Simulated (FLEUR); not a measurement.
# Magnetic state of TiHg from several starts, part 2 of 2

Aim: find out whether TiHg carries moments, and which collinear order costs least.

FLEUR MaX-R8.1; PBEsol; all-electron FLAPW, Dirac cores, scalar-relativistic bands.

So far. Step 6 (Order 5, typed as no spin polarisation): It lies 6.84 meV a seeded atom over the first start. Step 7 (An attempt with other settings): Non-collinear spins need jspins = 2.

## 8. The states side by side (continued)

Orders:

| start | final state | typed order kept | energy over the lowest (meV a seeded atom) | largest sphere moment (μB) | net moment (μB a primitive cell) | mesh matched | CPU time (s) |
| --- | --- | --- | --- | --- | --- | --- | --- |
| ferro + | ferromagnetic | yes | 0 | 0.4688 | 0.5629 | yes | 231 |
| antiferro q=(1/2,1/2,1/2) +- | non-magnetic | no | 6.854 | 0 | 0 | yes | 999.3 |
| antiferro q=(0,1/2,1/2) +- | antiferromagnetic | yes | 6.427 | 0.44 | 0 | yes | 1107 |
| no spin polarisation | non-magnetic | - | 6.839 | 0 | 0 | yes | 77.67 |

## 9. Spin–orbit coupling, moments along [001]

Spin–orbit coupling ties the spins to the lattice and lets orbital moments form.

A new self-consistent run of the start ferro +, with the moments along z.

inp.xml

```
<?xml version="1.0" encoding="UTF-8" standalone="no"?>
<fleurInput fleurInputVersion="0.39">
   <comment>
      TiHg
   </comment>
   <calculationSetup>
      <cutoffs Kmax="3.6" Gmax="10.8" GmaxXC="10.8" numbands="70"/>
      <scfLoop itmax="90" minDistance="0.00002" maxIterBroyd="15" imix="Anderson" alpha="0.05" precondParam="0.0" spinf="2.0" sdNocoIR="T"/>
      <coreElectrons ctail="T" frcor="F" kcrel="0" coretail_lmax="0"/>
      <xcFunctional name="PBEs" relativisticCorrections="F"/>
      <magnetism jspins="2"/>
      <soc l_soc="T" theta="0.0" phi="0.0" spav="F"/>
      <expertModes spex="0" secvar="F"/>
      <geometryOptimization l_f="F" forcealpha="1.0" forcemix="BFGS" epsdisp="0.00001" epsforce="0.00001"/>
      <ldaU l_linMix="F" mixParam="0.05" spinf="1.0"/>
   </calculationSetup>
   <cell>
      <bzIntegration valenceElectrons="30.0" mode="hist" fermiSmearingEnergy="0.00183747">
         <kPointListSelection listName="default-1"/>
         <xi:include xmlns:xi="http://www.w3.org/2001/XInclude" href="kpts.xml"> </xi:include>
      </bzIntegration>
      <xi:include xmlns:xi="http://www.w3.org/2001/XInclude" href="sym.xml"> </xi:include>
      <bulkLattice scale="1.0">
         <bravaisMatrix>
            <row-1>    5.6861859089213995     0.0000000000000000     0.0000000000000000</row-1>
            <row-2>    0.0000000000000000     5.6861859089213995     0.0000000000000000</row-2>
            <row-3>    0.0000000000000000     0.0000000000000000     7.6363832695086007</row-3>
         </bravaisMatrix>
      </bulkLattice>
   </cell>
   <atomSpecies>
      <species name="Titanium (1.001" element="Ti" atomicNumber="22">
         <mtSphere radius="2.7" gridPoints="893" logIncrement="0.014"/>
         <atomicCutoffs lmax="10" lnonsphr="8"/>
         <electronConfig flipSpins="F">
            <coreConfig>(1s1/2) (2s1/2) (2p1/2) (2p3/2)</coreConfig>
            <valenceConfig>(3s1/2) (3p1/2) (3p3/2) (4s1/2) (3d3/2) (3d5/2)</valenceConfig>
            <stateOccupation state="(3d3/2)" spinUp="0.4" spinDown="0.4"/>
            <stateOccupation state="(3d5/2)" spinUp="1.1005" spinDown="0.0995"/>
         </electronConfig>
         <energyParameters s="4" p="4" d="3" f="4"/>
         <lo type="SCLO" l="0" n="3" eDeriv="0"/>
         <lo type="SCLO" l="1" n="3" eDeriv="0"/>
      </species>
      <species name="Mercury (Hg)" element="Hg" atomicNumber="80">
         <mtSphere radius="2.7" gridPoints="893" logIncrement="0.015"/>
         <atomicCutoffs lmax="10" lnonsphr="8"/>
         <electronConfig flipSpins="F">
            <coreConfig>(1s1/2) (2s1/2) (2p1/2) (2p3/2) (3s1/2) (3p1/2) (3p3/2) (4s1/2) (3d3/2) (3d5/2) (4p1/2) (4p3/2) (5s1/2) (4d3/2) (4d5/2) (4f5/2) (4f7/2)</coreConfig>
            <valenceConfig>(5p1/2) (5p3/2) (6s1/2) (5d3/2) (5d5/2)</valenceConfig>
         </electronConfig>
         <energyParameters s="6" p="6" d="5" f="5"/>
         <lo type="SCLO" l="1" n="5" eDeriv="0"/>
      </species>
   </atomSpecies>
   <atomGroups>
      <atomGroup species="Titanium (1.001">
         <relPos label="                   1">1.000/2.000 1.000/2.000 1.000/2.000</relPos>
         <force calculate="T" relaxXYZ="TTT"/>
      </atomGroup>
      <atomGroup species="Mercury (Hg)">
         <relPos label="                   2">.0000000000 .0000000000 .0000000000</relPos>
         <force calculate="T" relaxXYZ="TTT"/>
      </atomGroup>
   </atomGroups>
   <output dos="F" band="F" slice="F">
      <bandDOS minEnergy="-.5*Htr" maxEnergy="0.5*Htr" sigma="0.015" storeEVData="T"/>
      <plotting iplot="0" polar="F">
         <plot TwoD="T" vec1="  1.0  0.0  0.0" vec2="  0.0  1.0  0.0" vec3="  0.0  0.0  1.0" zero="  0.0  0.0  0.0" file="plot"/>
      </plotting>
      <moessbauerParams electricFieldGradient="F" isomerShift="F" coreHyperfine="F" valenceHyperfine="F"/>
   </output>
</fleurInput>
```

crystal.txt

```
TiHg
&input film=F cartesian=F /
3.00900000000  0.00000000000  0.00000000000
0.00000000000  3.00900000000  0.00000000000
0.00000000000  0.00000000000  4.04100000000
1.8897261246
1.0 1.0 1.0

2
22 0.50000000000  0.50000000000  0.50000000000 : 1.001
80 0.00000000000  0.00000000000  0.00000000000

&soc 0.0000000 0.0000000 /
&kpt div1=10 div2=10 div3=10 gamma=T /
```

The run is started by

```sh
$ OMP_NUM_THREADS=1 inpgen -f crystal.txt > inpgen.log  # inp.xml is then edited as shown
$ OMP_NUM_THREADS=1 mpirun -n 4 fleur_MPI > fleur.log
```

Wall time 3.1 min (4 MPI ranks of Arm Neoverse V1, shared host); peak memory 0.47 GiB; 12 min of CPU time.

Read from the output:

| Property | Result |
| --- | --- |
| free energy | -558087.6241 eV |
| program's band gap on this mesh (in a metal only a level spacing) | 1.34e-4 eV |
| magnetization | 0.5375 μB |
| final state | ferromagnetic |
| largest moment | 0.4467 μB |
| orbital moment along the spin | -0.00681 μB |

Orbital moment in the sphere, along the spin axis by atom:

```csv
atom,"orbital moment in the sphere, along the spin axis (μB)"
Ti1,-0.0068
Hg2,0.0032
```

## 10. Summary of results

| Quantity | Value |
| --- | --- |
| lowest state found | ferromagnetic (typed ferro +) |
| largest site spin moment | 0.469 μB |
| next finished state | antiferromagnetic, 6.43 meV a seeded atom higher |
| energy gained by spin polarisation | 6.84 meV a seeded atom |
| orbital moment on the atom of largest spin, along its spin (spin–orbit run) | -0.00681 μB |

**Reading.** The lowest state found is ferromagnetic, reached from the start ferro +, with moments up to 0.469 μB. The next finished state costs 6.4 meV a seeded atom. Spin polarisation gains little, as in a weak itinerant magnet. 1 start gave no converged result and is missing from the ranking; where cut off, the energy had nearly settled 7.0 meV a seeded atom over the lowest. 1 start left the typed pattern (a sign turned, or a seeded moment died or shrank under 0.15 μB), so such an energy belongs to the state reached, not the one typed. On the atom of largest spin the orbital moment is almost quenched. Only 5 starts were tried; other patterns of signs, canted and longer-period orders were not.

[Logs and program files are shortened in this print: banners, set-up blocks, solver, clock and traceback lines can be left out without a mark of their own.]

[Logs are printed without paths, hosts, clocks, repeated set-up lines and the standing remarks that a program may print on its own settings, such as how far it seeks lower states.]

[Hosts, paths, dates, database ids (printed as entryN), source tags and the programs' standing remarks are cut or masked in the printed files.]

[Where a cell is said to come from a database of computed structures, the database is the Materials Project.]
